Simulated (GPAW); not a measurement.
# As K ELNES/XANES of zinc-blende (GaAs)₁₋ₓ(AlAs)ₓ at x = 0.125 from DFT, part 2 of 3

Aim: the As K edge in zinc-blende (GaAs)₁₋ₓ(AlAs)ₓ at x = 0.125, one member of a composition series.

GPAW 26.7.0; X-ray absorption from dipole matrix elements to empty bands, plane-wave PAW LDA.

So far. Step 3 (The field without a hole): The mesh shows a gap of 0.49 eV. The excited electron is kept all the same, so that all members of the series, with or without a gap, are treated alike.

### Step 5. Spectrum with XCH, As atom 2

The holes are 8.0 Å apart. In GPAW the data set carries the hole's charge, so charge=0 means a charged cell and charge=-1 a neutral one. The excited electron is kept in the cell, where it fills the lowest empty states and screens the hole. After the field has converged, empty bands are computed with the density fixed and the dipole matrix elements are summed.

The absorber has 1 Al at 2.44 Å and 3 Ga at 2.44 Å (tetrahedral).

xas.py reads:

```python
import numpy as np
from ase import Atoms
from ase.parallel import parprint, paropen
from gpaw import GPAW, PW, FermiDirac, Mixer, MixerDif, setup_paths
from gpaw.test import gen
setup_paths.insert(0, '.')
gen('As', name='fch1s', xcname='LDA', corehole=(1, 0, 1), write_xml=True)
from gpaw.mpi import world
world.barrier()

atoms = Atoms('GaAsAlAsGaAsGaAsGaAsGaAsGaAsGaAs',
    cell=[[0, 5.654, 5.654],
     [5.654, 0, 5.654],
     [5.654, 5.654, 0]],
    scaled_positions=[[0.9993803, 0.001103, 0.9990915],
     [0.1235515, 0.1246104, 0.1258891],
     [0.9980782, 0.9989401, 0.5003416],
     [0.1247836, 0.1226396, 0.6239758],
     [0.0000781, 0.4998386, 0.9984921],
     [0.1256241, 0.6256683, 0.1220279],
     [0.0007706, 0.4977588, 0.4969955],
     [0.1227185, 0.6242968, 0.623594],
     [0.4984855, 0.0003631, 0.9986491],
     [0.6241997, 0.1256883, 0.122765],
     [0.4998534, 0.9990208, 0.4980101],
     [0.6238359, 0.1242576, 0.6238703],
     [0.5009665, 0.5009744, 0.9983586],
     [0.62487, 0.6250188, 0.1251995],
     [0.4973167, 0.4994009, 0.5005125],
     [0.6255046, 0.623915, 0.62304]],
    pbc=True)
atoms.calc = calc = GPAW(legacy_gpaw=True, mode=PW(400, force_complex_dtype=True), xc='LDA', setups={1: 'fch1s'},
    kpts={'size': (3, 3, 3), 'gamma': True}, occupations=FermiDirac(0.04),
    charge=-1, mixer=Mixer(0.1, 5, 50), maxiter=150,
    convergence={'density': 0.0001, 'eigenstates': 1e-6}, txt='scf.txt')
energy = atoms.get_potential_energy() + calc.get_reference_energy()
ef = calc.get_fermi_level()
out = dict(energy=energy, fermi=ef, forces=atoms.get_forces().tolist())
parprint(f'all-electron energy {energy:.4f} eV, Fermi level {ef:.4f} eV')
ev = np.array([[calc.get_eigenvalues(k, s) for k in range(len(calc.get_ibz_k_points()))] for s in range(calc.get_number_of_spins())])
out['homo'], out['lumo'], out['counts'] = ev[ev < ef].max(), ev[ev > ef].min(), sorted(set((ev < ef).sum((0, 2)).tolist()))
out['filled'] = (ev[:, 0] < ef).sum(1).tolist()

from ase.units import Ha
from gpaw.xas import dipole_matrix_elements
nb = int(calc.get_number_of_electrons() / 2) + 185
top, nb = nb, nb + 8 + nb // 12
nscf = calc.fixed_density(kpts={'size': (4, 4, 4), 'gamma': True}, nbands=nb,
    convergence={'bands': top, 'eigenstates': 5e-3}, maxiter=60, txt='nscf.txt')
cell = atoms.cell.array
ops = [cell.T @ U.T @ np.linalg.inv(cell.T) for U in nscf.wfs.kd.symmetry.op_scc]
filled = [32]  # bands filled in the ground state, by spin
E = np.arange(-6, 30, 0.1)
fwhm = np.interp(E, [4, 25], [2.14, 3.5])
Y, X, zero, highest = 0, 0, 1e9, 1e9
for spin in range(nscf.get_number_of_spins()):
    wfs = nscf.wfs
    mine = wfs.bd.get_slice()  # this rank's bands
    A = dipole_matrix_elements(wfs.setups[1])
    eps = np.zeros((wfs.kd.nibzkpts, nb))
    d = np.zeros((3, A.shape[1], wfs.kd.nibzkpts, nb), complex)
    for kpt in wfs.kpt_u:
        if kpt.s == spin and 1 in kpt.P_ani:
            eps[kpt.k, mine] = kpt.eps_n * Ha
            d[:, :, kpt.k, mine] = (kpt.weight * wfs.nspins / 2) ** 0.5 * np.inner(A, kpt.P_ani[1])
    world.sum(eps)
    world.sum(d)
    T = np.einsum('amkn,bmkn->abkn', d, d.conj()).real
    T = sum(np.einsum('ai,ijkn,bj->abkn', R, T, R) for R in ops) / len(ops)
    empty = np.ones_like(eps, bool) & (np.arange(nb) >= filled[spin])
    zero, highest = min(zero, eps[empty].min()), min(highest, eps[:, top - 1].min())
    lines = [(eps, T, empty)] if spin == 0 else lines + [(eps, T, empty)]
for eps, T, empty in lines:
    f = np.einsum('aakn->akn', T).reshape(3, -1)
    x = eps.ravel() - zero
    w = np.interp(x, E, fwhm) / 2.35482
    g = np.exp(-0.5 * ((E[:, None] - x) / w) ** 2) / (w * (2 * np.pi) ** 0.5)
    Y = Y + (f * empty.ravel()) @ g.T
    X = X + (f * ~empty.ravel()) @ g.T
out.update(E=E.round(2).tolist(), xas=Y.tolist(), xes=X.tolist(), zero=zero, valid=highest - zero, nk=len(eps), nb=nb)
for i in range(0, len(E), 10):
    parprint(f'{E[i]:7.2f}', *(f'{v:10.3e}' for v in Y[:, i]))
import json
with paropen('out.json', 'w') as f:
    json.dump(out, f)
```

The run is started by

```console
OMP_NUM_THREADS=1 mpirun -n 4 gpaw python xas.py
```

Numbers of over 12 decimals in the logs are rounded to 6 here.

What it wrote:

```text
Input parameters:
  charge: -1
  convergence: {density: 0.0001,
                eigenstates: 1e-06}
  kpts: {gamma: True,
         size: (3, 3, 3)}
  maxiter: 150
  mixer: {backend: pulay,
          beta: 0.1,
          method: separate,
          nmaxold: 5,
          weight: 50}
  mode: {ecut: 400.0,
         force_complex_dtype: True,
         name: pw}
  occupations: {fixmagmom: False,
                name: fermi-dirac,
                width: 0.04}
  setups: {1: fch1s}

Initialize ...

[... PAW data sets ...]

Reference energy: -855703.849885  # eV

Spin-paired calculation

[... convergence settings ...]
Symmetries present (total): 1
  [... symmetry matrices ...]

27 k-points: 3 x 3 x 3 Monkhorst-Pack grid
14 k-points in the irreducible part of the Brillouin zone
       k-points in crystal coordinates                weights
   0:     0.00000000    0.00000000    0.00000000          1/27
   1:     0.00000000    0.00000000    0.33333333          2/27
   2:     0.00000000    0.33333333   -0.33333333          2/27
   3:     0.00000000    0.33333333    0.00000000          2/27
   4:     0.00000000    0.33333333    0.33333333          2/27
   5:     0.33333333   -0.33333333   -0.33333333          2/27
   6:     0.33333333   -0.33333333    0.00000000          2/27
   7:     0.33333333   -0.33333333    0.33333333          2/27
   8:     0.33333333    0.00000000   -0.33333333          2/27
   9:     0.33333333    0.00000000    0.00000000          2/27
          ...
  13:     0.33333333    0.33333333    0.33333333          2/27

Wave functions: Plane wave expansion
  Cutoff energy: 400.000 eV
  Number of coefficients (min, max): 6534, 6615
  Pulay-stress correction: 0.000000 eV/Ang^3 (de/decut=0.000000)
  Using FFTW library
  Wavefunction extrapolation:
    Improved wavefunction reuse through dual PAW basis

Occupation numbers: Fermi-Dirac:
  width: 0.0400  # eV

Eigensolver
   Davidson(niter=2)

Densities:
  Coarse grid: 40*40*40 grid
  Fine grid: 80*80*80 grid
  Total Charge: 0.000000

Density mixing:
  Method: separate
  Backend: pulay
  Linear mixing parameter: 0.1
  old densities: 5
  Width of damping distribution: 1.1
  Damping of long wavelength oscillations: 50

[... Hamiltonian set-up ...]
Number of atoms: 16
Number of atomic orbitals: 64
Number of bands in calculation: 43
Number of valence electrons: 65
Bands to converge: occupied

... initialized

Initializing position-dependent things.

Density initialized from atomic densities
Creating initial wave functions:
  43 bands from LCAO basis set

                             Al

                        Ga Ga
                         As  Ga
                As
                    Ga
                  As
                      Ga
         As            As
                           Ga
              As
                AsGa

       As

Atomic positions and initial magnetic moments

Positions:
   0 Ga     5.655100   11.299360    5.656733    ( 0.0000,  0.0000,  0.0000)
   1 As     1.416324    1.410337    1.403107    ( 0.0000,  0.0000,  0.0000)
   2 Al     8.476939    8.472066   11.291141    ( 0.0000,  0.0000,  0.0000)
   3 As     4.221363    4.233486    1.398931    ( 0.0000,  0.0000,  0.0000)
   4 Ga     8.471562    5.645916    2.826529    ( 0.0000,  0.0000,  0.0000)
   5 As     4.227474    1.400224    4.247807    ( 0.0000,  0.0000,  0.0000)
   6 Ga     5.624341    2.814370    2.818685    ( 0.0000,  0.0000,  0.0000)
[...]
13 As     4.241734    4.240893    7.066871    ( 0.0000,  0.0000,  0.0000)
  14 Ga     5.653510    5.641726    5.635441    ( 0.0000,  0.0000,  0.0000)
  15 As     7.050284    7.059271    7.064218    ( 0.0000,  0.0000,  0.0000)

Unit cell:
           periodic     x           y           z      points  spacing
  1. axis:    yes    0.000000    5.654000    5.654000    40     0.1632
  2. axis:    yes    5.654000    0.000000    5.654000    40     0.1632
  3. axis:    yes    5.654000    5.654000    0.000000    40     0.1632

  Lengths:   7.995963   7.995963   7.995963
  Angles:   60.000000  60.000000  60.000000

Effective grid spacing dv^(1/3) = 0.1781

iter:   1   -90.522737
iter:   2   -89.058913   -2.11  -0.85
iter:   3   -87.323737   -1.43  -0.90
iter:   4   -87.380139   -2.10  -1.18
iter:   5   -87.135532   -2.50  -1.26
iter:   6   -87.178143   -2.46  -1.85
iter:   7   -87.102283   -2.83  -1.97
iter:   8   -87.101080   -4.38  -2.57
iter:   9   -87.100577c  -5.11  -2.68
iter:  10   -87.100232c  -4.76  -2.95
iter:  11   -87.100124c  -5.93  -3.14
iter:  12   -87.100104c  -6.40c -3.43
iter:  13   -87.100106c  -7.29c -3.65
iter:  14   -87.100107c  -7.12c -3.69
iter:  15   -87.100108c  -7.12c -3.94
iter:  16   -87.100106c  -8.21c -4.31c

Converged after 16 iterations.

Dipole moment: (-27.380485, -27.247023, -27.947182) |e|*Ang

Energy contributions relative to reference atoms: (reference = -855703.849885)

Kinetic:       +232.237737
Potential:     -211.091309
External:        +0.000000
XC:            -108.326253
Entropy (-ST):   -0.011689
Local:           +0.085564
SIC:             +0.000000
--------------------------
Free energy:    -87.105951
Extrapolated:   -87.100106

Showing only first 2 kpts
 Kpt  Band  Eigenvalues  Occupancy
  0    30      4.48682    2.00000
  0    31      4.51763    2.00000
  0    32      4.63545    2.00000
  0    33      5.33925    1.99999

  1    30      4.13541    2.00000
  1    31      4.13923    2.00000
  1    32      5.41555    1.99991
[...]
Fermi level: 5.81589

No gap
No difference between direct/indirect transitions

Forces in eV/Ang:
  0 Ga   -0.52824   -0.51688   -0.62016
  1 As    0.18041    0.17007   -0.15611
  2 Al    0.33189    0.35364   -0.36015
  3 As   -0.01566   -0.04308    0.14663
  4 Ga    0.58693   -0.50506    0.49324
  5 As    0.01572    0.13634   -0.00625
  6 Ga    0.04201   -0.08536   -0.03925
[...]
13 As    0.00427   -0.01236   -0.12290
 14 Ga    0.01582    0.04630    0.10651
 15 As    0.01078   -0.00096   -0.01103
Scalar-relativistic atomic LDA calculation for As (Arsenic, Z=33)
Core hole in 1s state (1s occupation: 1.0)
600 radial gridpoints.
|------------------------------------------------|
|------------------------------------------------|
[... the atom generator's iteration count ...]

Energy contributions:
-------------------------
Kinetic:    +1848.221203
XC:           -71.222916
Potential:  -3597.180510
-------------------------
Total:      -1820.182222

state      eigenvalue         ekin         rmax
-----------------------------------------------
1s^1.0 :  -444.459913   558.285946        0.030
2s^2.0 :   -58.180552   111.436223        0.167
2p^6.0 :   -52.176827   110.075392        0.132
3s^2.0 :    -8.028461    26.279806        0.509
3p^6.0 :    -5.986494    24.168502        0.501
3d^10.0:    -2.371475    19.328099        0.450
4s^2.0 :    -0.979366     3.858684        1.503
4p^3.0 :    -0.574271     2.680492        1.743
-----------------------------------------------
(units: Bohr and Hartree)

Generating PAW setup
Kinetic energy of the core from tauc = 1852.031774
Cutoffs:
rc(s)=2.000
rc(p)=2.000
rc(d)=2.000
rc(vbar)=1.800
rc(comp)=2.000
rc(nct)=2.000

Kinetic energy of the core states: 1832.462358
Charge: 1.0
Core electrons: 27.0
Valence electrons: 5.0
Pseudo-core charge: 0.757500
Shape function alpha=2.500
Pseudo-electron charge 6.380557
state    eigenvalue         norm
--------------------------------
4s(2) :    -0.979366     1.263349
*s    :     0.020634
4p(3) :    -0.574271     1.032119
*p    :     0.425729
*d    :     0.000000
--------------------------------

Diagonalizing with gridspacing h=0.050

state   all-electron     PAW
-------------------------------
4s:      -0.979366    -0.979786
4p:      -0.574271    -0.574667
*d:                   -0.129500
*f:                   -0.019130
-------------------------------
all-electron energy -855790.9500 eV, Fermi level 5.8159 eV
[...]
27.00  1.068e-07  1.068e-07  1.066e-07
  28.00  8.402e-08  8.401e-08  8.382e-08
  29.00  6.434e-08  6.427e-08  6.416e-08
```

The job ended after 3.2 min (4 MPI ranks of AMD EPYC 7B13 (Zen 3), shared host; peak memory 0.72 GiB).

The As K spectrum, As atom 2, excited-electron core hole (neutral cell) (energy from the bottom of the conduction band, which holds the excited electron; intensity scaled to a mean of 1 over the first 20 eV):

| E (eV) | intensity |
| --- | --- |
| -2.00 | 0.00 |
| -1.25 | 0.01 |
| -0.50 | 0.07 |
| 0.25 | 0.28 |
| 1.00 | 0.66 |
| 1.75 | 1.02 |
| 2.50 | 1.14 |
| 3.25 | 1.22 |
| 4.00 | 1.42 |
| 4.75 | 1.50 |
| 5.50 | 1.36 |
| 6.25 | 1.29 |
| 7.00 | 1.34 |
| 7.75 | 1.32 |
| 8.50 | 1.22 |
| 9.25 | 1.11 |
| 10.00 | 0.97 |
| 10.75 | 0.85 |
| 11.50 | 0.80 |
| 12.25 | 0.83 |
| 13.00 | 0.86 |
| 13.75 | 0.86 |
| 14.50 | 0.81 |
| 15.25 | 0.75 |
| 16.00 | 0.74 |
| 16.75 | 0.80 |
| 17.50 | 0.88 |
| 18.25 | 0.93 |
| 19.00 | 0.91 |
| 19.75 | 0.88 |
| 20.50 | 0.88 |
| 21.25 | 0.90 |
| 22.00 | 0.89 |
| 22.75 | 0.87 |
| 23.50 | 0.87 |
| 24.25 | 0.93 |
| 25.00 | 1.01 |
| 25.75 | 1.05 |
| 26.50 | 1.00 |
| 27.25 | 0.88 |

Main maxima below 27 eV (height): 4.6 eV (1.51), 7.2 eV (1.34), 13.4 eV (0.86), 18.4 eV (0.93) and 25.8 eV (1.05). A K edge sees empty p states on the absorber.

The energy difference (zero at 11881 eV) isn't read as a photon energy: for so heavy an absorber the terms left out (the hole's spin, the functional's error) amount to tens of eV or more.

### Step 6. Cell without a hole, the energy reference

The absorbing element, whose data set is made anew, changes for the next run, so it gets a reference energy of its own.

scf.py reads:

```python
import numpy as np
from ase import Atoms
from ase.parallel import parprint, paropen
from gpaw import GPAW, PW, FermiDirac, Mixer, MixerDif, setup_paths
from gpaw.test import gen
setup_paths.insert(0, '.')
gen('Ga', name='nch1s', xcname='LDA', corehole=(1, 0, 0), write_xml=True)
from gpaw.mpi import world
world.barrier()

atoms = Atoms('GaAsAlAsGaAsGaAsGaAsGaAsGaAsGaAs',
    cell=[[0, 5.654, 5.654],
     [5.654, 0, 5.654],
     [5.654, 5.654, 0]],
    scaled_positions=[[0.9993803, 0.001103, 0.9990915],
     [0.1235515, 0.1246104, 0.1258891],
     [0.9980782, 0.9989401, 0.5003416],
     [0.1247836, 0.1226396, 0.6239758],
     [0.0000781, 0.4998386, 0.9984921],
     [0.1256241, 0.6256683, 0.1220279],
     [0.0007706, 0.4977588, 0.4969955],
     [0.1227185, 0.6242968, 0.623594],
     [0.4984855, 0.0003631, 0.9986491],
     [0.6241997, 0.1256883, 0.122765],
     [0.4998534, 0.9990208, 0.4980101],
     [0.6238359, 0.1242576, 0.6238703],
     [0.5009665, 0.5009744, 0.9983586],
     [0.62487, 0.6250188, 0.1251995],
     [0.4973167, 0.4994009, 0.5005125],
     [0.6255046, 0.623915, 0.62304]],
    pbc=True)
atoms.calc = calc = GPAW(legacy_gpaw=True, mode=PW(400, force_complex_dtype=True), xc='LDA', setups={0: 'nch1s'},
    kpts={'size': (3, 3, 3), 'gamma': True}, occupations=FermiDirac(0.02),
    charge=0, mixer=Mixer(0.1, 5, 50), maxiter=150,
    convergence={'density': 0.0001, 'eigenstates': 1e-6}, txt='scf.txt')
energy = atoms.get_potential_energy() + calc.get_reference_energy()
ef = calc.get_fermi_level()
out = dict(energy=energy, fermi=ef, forces=atoms.get_forces().tolist())
parprint(f'all-electron energy {energy:.4f} eV, Fermi level {ef:.4f} eV')
ev = np.array([[calc.get_eigenvalues(k, s) for k in range(len(calc.get_ibz_k_points()))] for s in range(calc.get_number_of_spins())])
out['homo'], out['lumo'], out['counts'] = ev[ev < ef].max(), ev[ev > ef].min(), sorted(set((ev < ef).sum((0, 2)).tolist()))
out['filled'] = (ev[:, 0] < ef).sum(1).tolist()
import json
with paropen('out.json', 'w') as f:
    json.dump(out, f)
```

The run is started by

```console
OMP_NUM_THREADS=1 mpirun -n 4 gpaw python scf.py
```

What it wrote:

```text
Input parameters:
  convergence: {density: 0.0001,
                eigenstates: 1e-06}
  kpts: {gamma: True,
         size: (3, 3, 3)}
  maxiter: 150
  mixer: {backend: pulay,
          beta: 0.1,
          method: separate,
          nmaxold: 5,
          weight: 50}
  mode: {ecut: 400.0,
         force_complex_dtype: True,
         name: pw}
  occupations: {fixmagmom: False,
                name: fermi-dirac,
[...]
4s(2) :    -0.336865     1.140380
*s    :     0.663135
4p(1) :    -0.100461     1.012264
*p    :     0.899539
*d    :     0.000000
--------------------------------

Diagonalizing with gridspacing h=0.050

state   all-electron     PAW
-------------------------------
4s:      -0.336865    -0.337024
4p:      -0.100461    -0.100552
*d:                    0.030615
*f:                    0.065359
-------------------------------
all-electron energy -867671.6528 eV, Fermi level 4.8047 eV
[key lines of the parts left out:]
Converged after 15 iterations.
Dipole moment: (-26.650098, -26.511687, -27.104332) |e|*Ang
Free energy:    -77.576163
Fermi level: 4.80466
```

It took 28 s on 4 MPI ranks; peak memory 0.32 GiB; 1.8 min of CPU time.

Reference energy: -867671.653 eV with the cores included.

(Part 2 of 3 ends here.)

[Banner, clock and machine lines of the logs are left out without a mark of their own.]

[Logs are printed without paths, hosts, clocks, repeated set-up lines and the standing remarks that a program may print on its own settings, such as how far it seeks lower states.]

[Hosts, paths, dates, database ids (printed as entryN), source tags and the programs' standing remarks are cut or masked in the printed files.]

[Lists of maxima count a maximum above −3 eV only where it reaches 4 % of the highest in the window and stands out from its surroundings by 2 % of it (1.5 % where it reaches 55 %); shoulders and weaker maxima are passed over, and of the rest the first, up to two pre-edge ones and the few strongest are named.]
